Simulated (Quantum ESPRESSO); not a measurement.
# Carrying a functional's shift from two faces of K to a third

Method. Quantum ESPRESSO 7.5 (pw.x, pp.x), GBRV ultrasoft files, cold smearing of 0.02 Ry; slabs at the tabulated lattice constant, relaxed under PBE by Ansatz 0.2.0; both functionals on the same atoms. Work functions in eV.

```
 face  area an atom (Å²)    PBE       LDA
(110)              19.34  2.367     2.501
(100)              27.35  2.205     2.333
(111)              47.38  2.176  withheld
```

To predict: What does LDA give for (111)?

**Worked estimate.** The shifts from PBE are 2.501 − 2.367 = +0.134 eV and 2.333 − 2.205 = +0.128 eV, +0.131 eV in the mean. A rigid shift gives 2.176 + (+0.131) = 2.307 eV.

What the calculation gave: 2.309 eV; the estimate misses by −0.002 eV. The shift is rigid within 0.03 eV, so differences between faces carry over.

**Limits.** Thin, unreconstructed slabs; thickness and mesh leave some 0.05 to 0.1 eV open, which largely cancels in the shift.

[Logs are printed without paths, hosts, clocks, repeated set-up lines and the standing remarks that a program may print on its own settings, such as how far it seeks lower states.]
